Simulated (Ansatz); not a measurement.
# How Au(100) screens a field, part 2 of 2

Wanted: the response of a Au(100) slab to a perpendicular field.

Ansatz 0.2.0; plane-wave DFT, PBE, Ansatz PAW.

So far. Step 7 (Atoms held, field 0.2 V/Å): The dipole is 0.139 e·Å. Step 8 (Single point, field -0.2 V/Å): The dipole is -0.139 e·Å.

**9. Single point, field 0.4 V/Å**

The input, input.yaml:

```yaml
crystal:
  lattice:
    - [2.8849956672, 0.0, 0.0]
    - [0.0, 2.8849956672, 0.0]
    - [0.0, 0.0, 30.24]
  atoms:
    - { symbol: Au, position: [0.0, 0.0, 0.2976190476] }
    - { symbol: Au, position: [0.5, 0.5, 0.3650793651] }
    - { symbol: Au, position: [0.0, 0.0, 0.4325396825] }
    - { symbol: Au, position: [0.5, 0.5, 0.5] }
    - { symbol: Au, position: [0.0, 0.0, 0.5674603175] }
    - { symbol: Au, position: [0.5, 0.5, 0.6349206349] }
    - { symbol: Au, position: [0.0, 0.0, 0.7023809524] }
kpoints:
  mp_grid: { grid: [18, 18, 1] }
hamiltonian:
  xc: pbe
scf:
  occupations: { method: fermi_dirac, width: 0.1 }
  convergence: { dr2_threshold: 1.0e-10 }
efield:
  axis: 3
  dipole_correction: true
  ramp_position: 0.97
  ramp_width: 0.06
  amplitude: 0.4
output:
  forces: true
  write_potential: true
  write_density: true
  volumetric_format: npy
  elf: true
```

Command:

```sh
> ansatz run input.yaml --threads 4 --pin off --max-ram 6144MiB --backend cpu --events-out ev --progress --plain --runs-dir out
```

Numbers of over 12 decimals in the logs are rounded to 6 here.

What it wrote:

```text
[...]
Crystal: 7 atoms, lattice volume = 251.694 Å³
Basis set: ecut = 420 eV, 4889 PW (Γ), exchange–correlation on 40×40×432 points (8 copies of the dense FFT grid, shifted against one another)
Bands: 80, of which v1, the nominal top of the filled ones, is band 67 counted from 1 (66 counted from 0)
Symmetry: 8 space group operations
k-points: 55 of 324
[...]
k-point 0: bands = [... 63 lower, 5.1299, 5.1965, 5.2251, 5.3842, 5.3842, 5.5813, 7.4753, 8.3325, ... 9 higher]
  k-point 1: bands = [... 63 lower, 5.1295, 5.1467, 5.1771, 5.2011, 5.3916, 5.9187, 7.6559, 8.5611, ... 9 higher]
  k-point 2: bands = [... 63 lower, 5.0634, 5.0855, 5.1895, 5.2735, 5.3793, 6.4303, 8.1055, 9.1407, ... 9 higher]
  k-point 54: bands = [... 63 lower, 8.6683, 8.6683, 9.9967, 9.9967, 11.5597, 11.5597, 11.9876, 11.9896, ... 9 higher]
[key lines of the parts left out:]
SCF converged after 12 iterations
Free energy (F): -92044.372925 eV
Fermi energy:    7.071783 eV
Dipole field:    D = 0.200084 V/Å  (p = 0.278307 e·Å, saw-weighted, corrected)
```

Run time: 75 s. Hardware: 4 threads of Arm Neoverse N1, shared host; peak memory 1.1 GiB.

Running mean over 2.04 Å of the planar mean, with the applied field; the ramp of the sawtooth is left out. Electron's electrostatic potential energy less the Fermi level against z:

z (Å), electron's electrostatic potential energy less the Fermi level (eV) and a bar from the least value:
```
        4       3.67 ########################
        5       4.07 #########################
        6       4.42 #########################
        7       4.16 #########################
        8      -2.02 #############
        9      -7.95 ##
       10      -8.54 
       11      -8.72 
       12      -8.75 
       13      -8.77 
       14      -8.78 
       15      -8.79 
       16      -8.78 
       17      -8.77 
       18      -8.75 
       19      -8.73 
       20      -8.57 
       21      -8.20 #
       22      -4.05 #########
       23       3.95 ########################
       24       5.56 ############################
       25       6.02 ############################
       26       6.42 #############################
       27       6.82 ##############################
```

The dipole is 0.278 e·Å.

**10. The response**

This step: plane-wave DFT, PBE, Ansatz PAW; screening of a field by a metal slab (Ansatz 0.2.0).

The dipoles give the slope, and the difference of two potentials shows where the field is screened.

This step gave:

| Quantity | Value |
| --- | --- |
| equivalent conductor thickness p/(ε₀AE) | 15.12 Å |
| distance between the outer atoms | 12.24 Å |
| inner field over outer field | 7.76e-4 |
| image plane, upper face | 1.454 Å |
| induced electrons on the upper face over ε₀E | -0.9982 |
| image plane, lower face | 1.455 Å |
| induced electrons on the lower face over ε₀E | 0.9980 |

Dipole of the cell against applied field:

```tsv
applied field (V/Å)	dipole of the cell (e·Å)
-0.200	-0.139
-0.100	-0.0696
-0.050	-0.0348
0.000	0
0.050	0.0348
0.100	0.0696
0.200	0.139
0.400	0.278
```

Local field over the applied field, running mean. From the potentials at -0.05 and 0.05 V/Å; running mean over 2.04 Å. Table of local field over applied field by z:

z (Å), local field over applied field and a bar:
```
        5      0.994 ##############################
        6      0.954 #############################
        7      0.747 ######################
        8      0.315 #########
        9      0.022 #
       10      0.006 
       11      0.013 
       12      0.006 
       13      0.003 
       14      0.001 
       15      0.001 
       16      0.000 
       17      0.002 
       18      0.006 
       19      0.011 
       20      0.009 
       21      0.003 
       22      0.220 #######
       23      0.651 ####################
       24      0.927 ############################
       25      0.990 ##############################
       26      0.999 ##############################
```

Electrons, planar mean, per unit field. The induced electron density by z:

```tsv
z (Å)	induced electron density (e/Å³ per V/Å)
5	3.8e-5
6	2.9e-4
7	0.00169
8	0.00409
9	3.1e-4
10	-3.5e-4
11	1.5e-4
12	-1.2e-5
13	4.1e-5
14	-2.5e-5
15	-8.6e-6
16	3.6e-5
17	-5.6e-5
18	1.6e-5
19	-6.1e-5
20	-8.1e-6
21	1.2e-4
22	-0.00291
23	-0.00242
24	-4.5e-4
25	-6.3e-5
26	-7.3e-6
```

By hand: between -0.05 and 0.05 V/Å the dipole changes by 0.06955 e·Å, a slope of 0.6955 e·Å²/V. A perfect conductor of thickness t has p = ε₀AEt, so t = 180.95 × 0.6955 / 8.323 = 15.12 Å (e/ε₀ = 180.95 V·Å, A in Å²). Less the 12.24 Å between the outer atoms, and halved, that puts each image plane 1.44 Å out.

The induced dipole is that of a conductor 15.12 Å thick.

**11. A changed input**

This step: plane-wave DFT, PBE, Ansatz PAW (Ansatz 0.2.0).

An input spoilt on purpose, to show how the run answers: it repeats the earlier run at 0.05 V/Å with efield.ramp_width from 0.06 to 0.9, and scf.max_iter set to 100.

Edit input.yaml of step 9 so:

```diff
@@ -20,2 +20,3 @@
   convergence: { dr2_threshold: 1.0e-10 }
+  max_iter: 100
 efield:
@@ -24,4 +25,4 @@
   ramp_position: 0.97
-  ramp_width: 0.06
-  amplitude: 0.4
+  ramp_width: 0.9
+  amplitude: 0.05
 output:
@@ -31,2 +32 @@
   volumetric_format: npy
-  elf: true
```

What it wrote:

```text
Engine: ansatz 0.2.0, aarch64-unknown-linux-gnu
Pseudopotentials: kind: paw
Pseudopotential: Au, paw, valence charge 19, recommended cutoff 420 eV (normal), Au.paw.azcp
Functional definition: PBE
  parameter kappa = 0.804
  parameter beta = 0.066725
  exchange = pbe_x(kappa = kappa, mu = beta*pi^2/3)
  correlation = pbe_c(beta = beta)
Crystal: 7 atoms, lattice volume = 251.694 Å³
Basis set: ecut = 420 eV, 4889 PW (Γ), exchange–correlation on 40×40×432 points (8 copies of the dense FFT grid, shifted against one another)
Bands: 80, of which v1, the nominal top of the filled ones, is band 67 counted from 1 (66 counted from 0)
Symmetry: 8 space group operations
k-points: 55 of 324
Non-local potential: Au, projectors of the file, l = 0: 3, l = 1: 2, l = 2: 2, l = 3: 1
PAW form: soft (Blöchl's): semilocal exchange-correlation on the pseudo side does not see the compensation charge
PAW one-centre angular grid: Au, 590 points (default); XC on 64 Gauss nodes
Initial density: superposition of atomic densities (neutral atoms: chi_scale 0, normalization atom, screened)
Initial wavefunctions: pseudopotential atomic-orbital guess
Functional: x = pbe(κ = 0.804, μ = 0.219515), c = pbe(β = 0.066725)
Error: efield: ion 0 (Au) at fractional coordinate 0.2976 along the field axis lies inside the sawtooth ramp with 2 of the planes that the density is read on at each end, [0.9607, 0.8793] — the ramp must sit in vacuum (an ion there feels the fictitious reversed slope); set or move the ramp (efield.ramp_position / ramp_width) or move the geometry
```

Elapsed: 0.34 s, on 4 threads; peak memory 0.58 GiB.

The program refused the input before any cycle.

The program's message: “Error: efield: ion 0 (Au) at fractional coordinate 0.2976 along the field axis lies inside the sawtooth ramp with 2 of the planes that the density is read on at each end, [0.9607, 0.8793] — the ramp m …”

The fault put into the input: a ramp so wide that it reaches the atoms.

**12. The same run with other settings**

An input spoilt on purpose, to show how the run answers: it repeats the earlier run at 0.05 V/Å with efield.amplitude from 0.05 to 1.5, and scf.max_iter set to 75.

Edit input.yaml of step 11 so:

```diff
@@ -20,3 +20,3 @@
   convergence: { dr2_threshold: 1.0e-10 }
-  max_iter: 100
+  max_iter: 75
 efield:
@@ -25,4 +25,4 @@
   ramp_position: 0.97
-  ramp_width: 0.9
-  amplitude: 0.05
+  ramp_width: 0.06
+  amplitude: 1.5
 output:
```

What it wrote:

```text
[...]
Crystal: 7 atoms, lattice volume = 251.694 Å³
Basis set: ecut = 420 eV, 4889 PW (Γ), exchange–correlation on 40×40×432 points (8 copies of the dense FFT grid, shifted against one another)
Bands: 80, of which v1, the nominal top of the filled ones, is band 67 counted from 1 (66 counted from 0)
Symmetry: 8 space group operations
k-points: 55 of 324
[...]
SCF iter   1: F=—  HF=-92047.455369 eV  |F-HF|=—  |Δ(HF+E_count)|=         —  Δρ=4.69e-2  dr2=4.12e1  ethr=3.10e-3  p=1.281 e·Å  D=9.21e-1 V/Å  ΔV_dip=-27.85 eV  dr2_dipole=2.65e1  V_vac-E_F(+/−)=12.79/3.98 eV  ⟨swp⟩=10.1  Hψ=21491  notcnv=0  defer=115
[...]
SCF iter  13: F=-92045.101628 eV  HF=-92045.101628 eV  |F-HF|=6.98e-10  |Δ(HF+E_count)|=   1.91e-9  Δρ=9.35e-8  dr2=2.16e-11  ethr=1.00e-12  p=1.049 e·Å  D=7.54e-1 V/Å  ΔV_dip=-22.81 eV  dr2_dipole=1.13e-13  V_vac-E_F(+/−)=14.16/0.83 eV  ⟨swp⟩=22.8  Hψ=34900  notcnv=0
WARN: efield: at this solve's end the planar-averaged density reaches 8.45e-5 e/Å³ inside the ramp window [0.9369, 0.1502] (bound 1e-5 e/Å³); the window's nearer edge stands 4.46 Å from this solve's nearest atom along the axis. Its free energy, forces, stress, dipole, levels and responses can be off, and this figure does not tell by how much. A short vacuum, a low `basis.ecutwfc` or `basis.ecutrho_ratio` and negative occupations (`scf.occupations.method`) can put density there. See the manual's quickstart, § The vacuum guard
SCF 1 converged in 13 iterations: F = -92045.101628 eV  dr2 = 2.16e-11
[...]
SCF converged after 13 iterations
Free energy (F): -92045.101628 eV
[...]
Internal energy: -92045.032311 eV  (E = F + TS)
E sigma→0 (E₀):  -92045.066969 eV
Entropy (-TS):   -0.069317 eV (-9.902 meV/atom)
Fermi energy:    6.971788 eV
Dipole field:    D = 0.754271 V/Å  (p = 1.049151 e·Å, saw-weighted, corrected)
Work function:   not extracted (applied field tilts the vacuum); planar V_es + V_field profile in the machine report
[...]
Vacuum region:   at the solve's end the planar-averaged density reaches 8.45e-5 e/Å³ inside the ramp window [0.9369, 0.1502] (bound 1e-5 e/Å³)
[...]
--- Forces (eV/Å), atoms counted from 1 ---
  atom   1  Au     0.00000000     0.00000000    -0.41784958
  atom   2  Au    -0.00000000     0.00000000    -0.10669626
  atom   3  Au     0.00000000     0.00000000    -0.00820196
  atom   4  Au     0.00000000     0.00000000     0.00138063
  atom   5  Au    -0.00000000     0.00000000     0.00272950
  atom   6  Au     0.00000000     0.00000000     0.18013125
  atom   7  Au     0.00000000     0.00000000     0.34987713
  max |Σ_I F_I| component: 1.37e-3 eV/Å
--- Band table (eV; the first three rows and the last of 55) ---
  k-point 0: bands = [... 63 lower, 5.0339, 5.0696, 5.1650, 5.2912, 5.2912, 5.4720, 7.2430, 8.2759, ... 9 higher]
  k-point 1: bands = [... 63 lower, 5.0226, 5.0497, 5.0979, 5.1193, 5.3000, 5.8090, 7.4329, 8.4719, ... 9 higher]
  k-point 2: bands = [... 63 lower, 4.9416, 5.0219, 5.0980, 5.1724, 5.2906, 6.3183, 7.8868, 8.9292, ... 9 higher]
  k-point 54: bands = [... 63 lower, 8.5700, 8.5700, 9.9016, 9.9016, 11.4650, 11.4650, 11.8874, 11.8885, ... 9 higher]
```

Elapsed: 79 s, on 4 threads; peak memory 1.1 GiB; 5.3 min of CPU time.

```tsv
quantity	this run	earlier run	difference
dipole along the normal (e·Å)	1.049	0.03477	1.0
```

The applied field differs between the two, so the dipoles differ in any case.

In so strong a field the program warns of density in the ramp of the sawtooth; these numbers are not the system's.

**13. Outcome**

| Quantity | Value |
| --- | --- |
| work function | 5.08 eV |
| image plane, upper face | 1.45 Å |
| induced electrons on the upper face over ε₀E | -0.998 |
| equivalent conductor thickness p/(ε₀AE) | 15.1 Å |
| inner field over outer field | 7.8e-4 |

In words: The induced charge has its centre 1.45 Å outside the outermost atoms; this is the plane from which a capacitor's gap or an image potential counts. The equivalent conductor thickness exceeds the distance between the outer atoms by 2.88 Å, about the sum of the two image-plane distances. In the middle of the slab the field is screened to under 0.5 % of its outer value. The atoms are held at bulk positions with the tabulated experimental lattice constant.

[Logs are printed without paths, hosts, clocks, repeated set-up lines and the standing remarks that a program may print on its own settings, such as how far it seeks lower states.]

[Hosts, paths, dates, database ids (printed as entryN), source tags and the programs' standing remarks are cut or masked in the printed files.]

[Maps of the electrostatic potential energy from Ansatz leave out the sawtooth potential of an applied field or a dipole correction, so their vacuum need not be flat; planar profiles and work functions include it.]
